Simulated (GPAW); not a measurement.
# CrGe2As4 monolayer: simulated STM images

Aim: Tersoff-Hamann images of CrGe2As4 monolayer at several biases.

Program: GPAW 26.7.0. Level of theory: GPAW, PAW setups; layer in a repeated cell with vacuum, relaxation of atoms and in-plane cell, in the first sound run; inputs show where later runs differ. Results are calculated unless marked as measured.

## 1. The starting structure

The cell holds 7 atoms: 4 As, 2 Ge and 1 Cr. Its edges and angles: a = 3.730 Å, b = 3.730 Å, c = 26.578 Å, α = 90.0°, β = 90.0°, γ = 120.0°. Vacuum lies along c.

## 2. Relaxing the atoms

Forces are removed first; all later runs use this geometry.

run.py

```python
import json
import numpy as np
from ase import Atoms
from ase.filters import FrechetCellFilter
from ase.optimize import BFGS
from gpaw import GPAW, PW

slab = Atoms(
    ['As', 'Ge', 'As', 'Cr', 'As', 'Ge', 'As'],
    positions=[
        [0.00000, 0.00000, 9.00000],
        [-0.00000, 2.15352, 9.86300],
        [-0.00000, 2.15352, 12.18300],
        [0.00000, 0.00000, 13.28917],
        [-0.00000, 2.15352, 14.39533],
        [-0.00000, 2.15352, 16.71533],
        [0.00000, 0.00000, 17.57833]],
    cell=[[3.73, 0.0, 0.0], [-1.865, 3.23027, 0.0], [0.0, 0.0, 26.5783]],
    pbc=[True, True, True])

slab.calc = GPAW(mode=PW(600), xc='PBE', kpts={'size': (9, 9, 1), 'gamma': True},
                 occupations={'name': 'fermi-dirac', 'width': 0.05}, nbands='200%',
                 convergence={'density': 1e-05}, maxiter=200,
                 symmetry={'tolerance': 1e-3}, txt='slab.txt')
result = {}
# The in-plane cell is free; stress needs a cell that repeats along all three vectors
path = []
opt = BFGS(FrechetCellFilter(slab, mask=[1, 1, 0, 0, 0, 1]), maxstep=0.2)
opt.attach(lambda: path.append((slab.get_potential_energy(), slab.positions.tolist(), slab.get_forces().tolist())))
result['relaxed'] = bool(opt.run(fmax=0.02, steps=45))
result['path'] = path
result['cell'] = slab.cell.tolist()
print('in-plane lattice', slab.cell.cellpar().round(4)[[0, 1, 5]])
energy = slab.get_potential_energy()
fermi = slab.calc.get_fermi_level()
v = slab.calc.get_electrostatic_potential().mean((0, 1)) - fermi
n = slab.calc.get_pseudo_density().mean((0, 1))
L = slab.cell[2, 2]
z = np.arange(len(v)) * L / len(v)
low, high = slab.positions[:, 2].min(), slab.positions[:, 2].max()
below, above = np.interp([low - 6.8, high + 6.8], z, v)
slopes = [np.interp(x, z, np.gradient(v, z)) for x in (low - 6.8, high + 6.8)]
eps = np.array([[slab.calc.get_eigenvalues(k, s) for k in range(len(slab.calc.get_ibz_k_points()))]
                for s in range(slab.calc.get_number_of_spins())]) - fermi
top, bottom = eps[eps < 0].max(), eps[eps > 0].min()
dipole = slab.get_dipole_moment()[2]
print(f'energy {energy:.4f} eV, Fermi level {fermi:.4f} eV, dipole {dipole:.5f} e A')
print(f'potential 6.8 A off the faces, from the Fermi level: lower {below:.4f} eV, upper {above:.4f} eV')
print(f'slope of the potential there: lower {slopes[0]:.5f}, upper {slopes[1]:.5f} eV/A')
print(f'nearest levels on the mesh: {top:.4f} and {bottom:.4f} eV')
print('magnetic moment', round(slab.get_magnetic_moment(), 3))
result.update(energy=energy, fermi=fermi, dipole=dipole, below=below, above=above, slopes=slopes, edges=[top, bottom],
              z=z.tolist(), v=v.tolist(), n=n.tolist(), positions=slab.positions.tolist(),
              forces=slab.get_forces(apply_constraint=False).tolist(), moments=slab.get_magnetic_moments().tolist())
json.dump(result, open('result.json', 'w'))
```

Launch:

```console
$ OMP_NUM_THREADS=1 OPENBLAS_NUM_THREADS=1 python run.py
```

Log:

```text
Step          Energy          fmax
BFGS:    0      -34.282929        3.760482
BFGS:    1      -34.797537        2.562427
BFGS:    2      -35.256951        1.847259
BFGS:    3      -35.696263        2.440303
BFGS:    4      -36.205863        2.287878
BFGS:    5      -36.476990        1.519147
BFGS:    6      -36.627932        0.734347
BFGS:    7      -36.685180        0.618540
BFGS:    8      -36.705607        0.528961
BFGS:    9      -36.729933        0.453944
BFGS:   10      -36.768057        0.606810
BFGS:   11      -36.805394        0.507403
BFGS:   12      -36.824423        0.193019
BFGS:   13      -36.827527        0.066230
BFGS:   14      -36.827866        0.052984
BFGS:   15      -36.827997        0.030995
BFGS:   16      -36.828049        0.007814
in-plane lattice [  3.6472   3.6472 120.    ]
energy -36.8229 eV, Fermi level 0.4523 eV, dipole 0.00238 e A
potential 6.8 A off the faces, from the Fermi level: lower 4.8300 eV, upper 4.8288 eV
slope of the potential there: lower 0.00029, upper 0.00053 eV/A
nearest levels on the mesh: -0.0763 and 0.0602 eV
magnetic moment 0.0
```

Wall time 42 min (1 thread of Arm Neoverse V1, shared host); peak memory 0.65 GiB.

This run has no spin polarisation, although Cr can carry a moment.

Numbers from this step:

* dipole along the normal: 0.002379 e·Å
* levels nearest the Fermi level on the mesh: -0.07626, 0.06015 eV from the Fermi level

The electrostatic potential energy of an electron (without an applied field's), less the Fermi level, planar mean by z:

z (Å), electrostatic potential energy of an electron (without an applied field's), less the Fermi level, planar mean (eV) and a bar from the least value:
```
      0.0        4.8 ##############################
      0.5        4.8 ##############################
      1.0        4.8 ##############################
      1.5        4.8 ##############################
      2.0        4.8 ##############################
      2.5        4.8 ##############################
      3.0        4.8 ##############################
      3.5        4.8 ##############################
      4.0        4.8 ##############################
      4.5        4.8 ##############################
      5.0        4.8 ##############################
      5.5        4.8 ##############################
      6.0        4.7 ##############################
      6.5        4.5 #############################
      7.0        3.5 ############################
      7.5       -0.3 #####################
      8.0      -10.6 ####
      8.5      -12.1 ##
      9.0       -9.3 ######
      9.5      -13.2 
     10.0       -3.6 ################
     10.5        1.7 #########################
     11.0        1.1 ########################
     11.5       -6.2 ############
     12.0      -12.6 #
     12.5       -5.7 ############
     13.0       -8.4 ########
     13.5       -9.4 ######
     14.0       -5.3 #############
     14.5      -11.9 ##
     15.0       -7.9 #########
     15.5        0.5 #######################
     16.0        1.9 #########################
     16.5       -2.3 ##################
     17.0      -12.3 ##
     17.5      -10.2 #####
     18.0      -11.0 ####
     18.5      -12.2 ##
     19.0       -1.5 ###################
     19.5        3.2 ###########################
     20.0        4.4 #############################
     20.5        4.7 ##############################
     21.0        4.8 ##############################
     21.5        4.8 ##############################
     22.0        4.8 ##############################
     22.5        4.8 ##############################
     23.0        4.8 ##############################
     23.5        4.8 ##############################
     24.0        4.8 ##############################
     24.5        4.8 ##############################
     25.0        4.8 ##############################
     25.5        4.8 ##############################
     26.0        4.8 ##############################
```

The pseudo valence density, planar mean oscillates, so the rows of the table below give means over windows of 1 Å about each position, cut where the curve ends. Its maxima inside the range that stand out by 2 % of the span (Å: e/Å³): 7.8: 0.256, 8.8: 0.421, 10.0: 0.221, 11.5: 0.246, 13.3: 0.451, 15.1: 0.246, 16.6: 0.221, 17.8: 0.421, 18.8: 0.256. Its minima: 8.1: 0.177, 9.5: 0.0545, 10.6: 0.114, 12.0: 0.176, 14.6: 0.176, 15.9: 0.114, 17.1: 0.0545, 18.4: 0.177.

Table of pseudo valence density, planar mean by z; means over each step:

z (Å), pseudo valence density, planar mean (e/Å³) and a bar:
```
        4      0.000 
        5      0.000 
        6      0.005 
        7      0.071 #####
        8      0.222 #################
        9      0.298 #######################
       10      0.161 ############
       11      0.163 ############
       12      0.250 ###################
       13      0.396 ##############################
       14      0.346 ##########################
       15      0.207 ################
       16      0.138 ##########
       17      0.175 #############
       18      0.313 ########################
       19      0.180 ##############
       20      0.024 ##
       21      0.002 
       22      0.000 
       23      0.000
```

The relaxation lowered the energy of the cell by 2.56 eV (energies extrapolated to zero smearing; the optimiser's log prints free energies). The largest force left on a free atom is 0.0078 eV/Å.

## 3. The slab's potential

With the geometry fixed, the planar mean of the potential gives the vacuum level on each side.

This step: GPAW, PAW setups; slab in vacuum (GPAW 26.7.0).

The cell differs from the one that the last finished run ended in (c 26.578 → 28.103 Å).

run.py

```python
import json
import numpy as np
from ase import Atoms
from ase.dft.stm import STM
from gpaw import GPAW, PW

slab = Atoms(
    ['As', 'Ge', 'As', 'Cr', 'As', 'Ge', 'As'],
    positions=[
        [-0.00000, 0.00000, 9.00000],
        [-0.00000, 2.10572, 10.20479],
        [-0.00000, 2.10572, 12.67782],
        [-0.00000, 0.00000, 14.05153],
        [-0.00000, 2.10572, 15.42523],
        [-0.00000, 2.10572, 17.89826],
        [0.00000, 0.00000, 19.10305]],
    cell=[[3.6472, 0.0, 0.0], [-1.8236, 3.15857, 0.0], [0.0, 0.0, 28.1031]],
    pbc=[True, True, False])

slab.calc = GPAW(mode=PW(400), xc='PBE', kpts={'size': (9, 9, 1), 'gamma': True},
                 occupations={'name': 'fermi-dirac', 'width': 0.05}, nbands='200%',
                 convergence={'density': 1e-05}, maxiter=200,
                 poissonsolver={'dipolelayer': 'xy'},
                 symmetry={'tolerance': 1e-3}, txt='slab.txt')
result = {}
energy = slab.get_potential_energy()
fermi = slab.calc.get_fermi_level()
v = slab.calc.get_electrostatic_potential().mean((0, 1)) - fermi
n = slab.calc.get_pseudo_density().mean((0, 1))
L = slab.cell[2, 2]
z = np.arange(len(v)) * L / len(v)
low, high = slab.positions[:, 2].min(), slab.positions[:, 2].max()
below, above = np.interp([low - 6.8, high + 6.8], z, v)
slopes = [np.interp(x, z, np.gradient(v, z)) for x in (low - 6.8, high + 6.8)]
eps = np.array([[slab.calc.get_eigenvalues(k, s) for k in range(len(slab.calc.get_ibz_k_points()))]
                for s in range(slab.calc.get_number_of_spins())]) - fermi
top, bottom = eps[eps < 0].max(), eps[eps > 0].min()
dipole = slab.get_dipole_moment()[2]
print(f'energy {energy:.4f} eV, Fermi level {fermi:.4f} eV, dipole {dipole:.5f} e A')
print(f'potential 6.8 A off the faces, from the Fermi level: lower {below:.4f} eV, upper {above:.4f} eV')
print(f'slope of the potential there: lower {slopes[0]:.5f}, upper {slopes[1]:.5f} eV/A')
print(f'nearest levels on the mesh: {top:.4f} and {bottom:.4f} eV')
print('magnetic moment', round(slab.get_magnetic_moment(), 3))
result.update(energy=energy, fermi=fermi, dipole=dipole, below=below, above=above, slopes=slopes, edges=[top, bottom],
              z=z.tolist(), v=v.tolist(), n=n.tolist(), positions=slab.positions.tolist(),
              forces=slab.get_forces(apply_constraint=False).tolist(), moments=slab.get_magnetic_moments().tolist())

# Images need the states of the whole zone, up to time reversal
slab.calc = slab.calc.fixed_density(symmetry={'point_group': False}, txt='states.txt', nbands='290%',
                                    convergence={'bands': 'CBM+1.3'})
stm = STM(slab)
result['stm'] = []
for bias in [-1.0, 1.0]:
    height = high + 3.5
    current = stm.get_averaged_current(bias, height)
    x, y, h = stm.scan(bias, current)
    i, f = divmod(height / L * stm.ldos.shape[2], 1)
    I = abs((1 - f) * stm.ldos[:, :, int(i)] + f * stm.ldos[:, :, int(i) + 1])
    print(f'bias {bias} V: mean current at 3.5 A {current:.4e}, corrugation {np.ptp(h):.4f} A')
    result['stm'].append(dict(bias=bias, current=current, h=(h - high).tolist(), I=I.tolist()))
json.dump(result, open('result.json', 'w'))
```

Log:

```text
energy -36.7822 eV, Fermi level 0.1666 eV, dipole 0.00067 e A
potential 6.8 A off the faces, from the Fermi level: lower 4.8204 eV, upper 4.8375 eV
slope of the potential there: lower -0.00018, upper 0.00018 eV/A
nearest levels on the mesh: -0.0758 and 0.0603 eV
magnetic moment 0.0
bias -1.0 V: mean current at 3.5 A 1.3232e-05, corrugation 0.1974 A
bias 1.0 V: mean current at 3.5 A 4.5444e-06, corrugation 0.3424 A
```

It took 5.7 min on 1 thread; peak memory 0.57 GiB.

Numbers from this step:

* dipole along the normal: 6.70e-4 e·Å
* levels nearest the Fermi level on the mesh: -0.07582, 0.06026 eV from the Fermi level
* upper work function: 4.837 eV
* lower work function: 4.820 eV
* corrugation -1: 0.1974 Å
* corrugation 1: 0.3424 Å

The electrostatic potential energy of an electron (without an applied field's), less the Fermi level, planar mean oscillates, so the rows of the table below give means over windows of 1.87 Å about each position, cut where the curve ends. Its maxima inside the range that stand out by 2 % of the span (Å: eV): 9.6: -8.67, 11.4: 2.10, 13.4: -5.25, 14.7: -5.25, 16.7: 2.11, 18.5: -8.66. Its minima: 9.1: -14.1, 10.2: -13.6, 12.7: -13.0, 14.1: -10.8, 15.4: -13.0, 17.9: -13.6, 19.0: -14.1.

Electrostatic potential energy of an electron (without an applied field's), less the Fermi level, planar mean against z; means over each step:

| z (Å) | electrostatic potential energy of an electron (without an applied field's), less the Fermi level, planar mean (eV) |
| --- | --- |
| 0.94 | 4.82 |
| 2.81 | 4.82 |
| 4.68 | 4.82 |
| 6.54 | 4.70 |
| 8.42 | -4.25 |
| 10.29 | -7.74 |
| 12.16 | -4.67 |
| 14.03 | -7.40 |
| 15.90 | -4.92 |
| 17.77 | -7.39 |
| 19.64 | -4.65 |
| 21.50 | 4.70 |
| 23.38 | 4.84 |
| 25.25 | 4.84 |
| 27.11 | 4.84 |

The pseudo valence density, planar mean oscillates, so the rows of the table below give means over windows of 1 Å about each position, cut where the curve ends. Its maxima inside the range that stand out by 2 % of the span (Å: e/Å³): 8.5: 0.254, 9.6: 0.422, 10.6: 0.224, 12.3: 0.246, 13.9: 0.440, 15.8: 0.246, 17.5: 0.224, 18.5: 0.422, 19.6: 0.254. Its minima: 9.0: 0.172, 10.2: 0.0583, 11.4: 0.115, 12.7: 0.171, 15.4: 0.171, 16.7: 0.115, 17.9: 0.0583, 19.2: 0.172.

The pseudo valence density, planar mean by z; means over each step:

```
z (Å)  pseudo valence density, planar mean (e/Å³)
    5                                      3.7e-5
    6                                      5.9e-4
    7                                     0.00945
    8                                       0.118
    9                                       0.257
   10                                       0.241
   11                                       0.159
   12                                       0.187
   13                                       0.283
   14                                       0.401
   15                                       0.302
   16                                       0.194
   17                                       0.153
   18                                       0.219
   19                                       0.274
   20                                       0.139
   21                                      0.0131
   22                                      7.9e-4
   23                                      4.8e-5
   24                                      3.2e-6
```

Tip height over the top atom over a1 and a2. Sample bias -1 V, constant current at the mean current 3.5 Å over the top atom.

Ten even steps from '_' (3.40 Å) to '@' (3.60 Å):
```
@@@@%%%%**++==::::::::==++**%%%%@@@@
@@%%%%##++==::......::==++##%%%%@@@@
%%%%##++==--........--==++##%%%%%%%%
##**++==--..______..--==++**##%%%%%%
**++==--..________..--==++****####**
====::..__________..::====++++**++++
--::....________....::--============
::::....______....::::::----------::
::::............::::::::::::::::::::
::::::------::::::::..............::
--============--::::............::::
==++++++++++====--::....__....::--==
****####****++==--::........::--==++
##%%%%%%##**++==--::......::--==++**
%%%%%%%%%%##**==--::....::--==**##%%
@@@@@@%%%%##++==--::..::--==++##%%%%
@@@@@@%%%%**++==::::::::==++**%%%%@@
@@@@@@%%##**==--::::::--==**##%%@@@@
```
Columns: a1 from 0 to 0.944; rows upwards: a2 from 0 to 0.944.

Local density of states summed over the bias window over a1 and a2. Sample bias -1 V, constant height 3.5 Å over the top atom.

Ten even steps from '0' (1.09 × 1e-5 arbitrary) to '9' (1.77 × 1e-5 arbitrary):
```
998653211112356899
987542110112457899
765431100113456788
654321000123456676
432110000112345555
321100000112344444
211000000112233332
110000000111222221
111111111111111111
111121111111000111
222332221110000111
334443322100000122
455554432100001234
667665432100012345
788765432111123456
999875432111234578
999865421111245689
999764321112346799
```
Columns: a1 from 0 to 0.944; rows upwards: a2 from 0 to 0.944.

[end of part 1 of 2]

[Logs are printed without paths, hosts, clocks, repeated set-up lines and the standing remarks that a program may print on its own settings, such as how far it seeks lower states.]

[Hosts, paths, dates, database ids (printed as entryN), source tags and the programs' standing remarks are cut or masked in the printed files.]
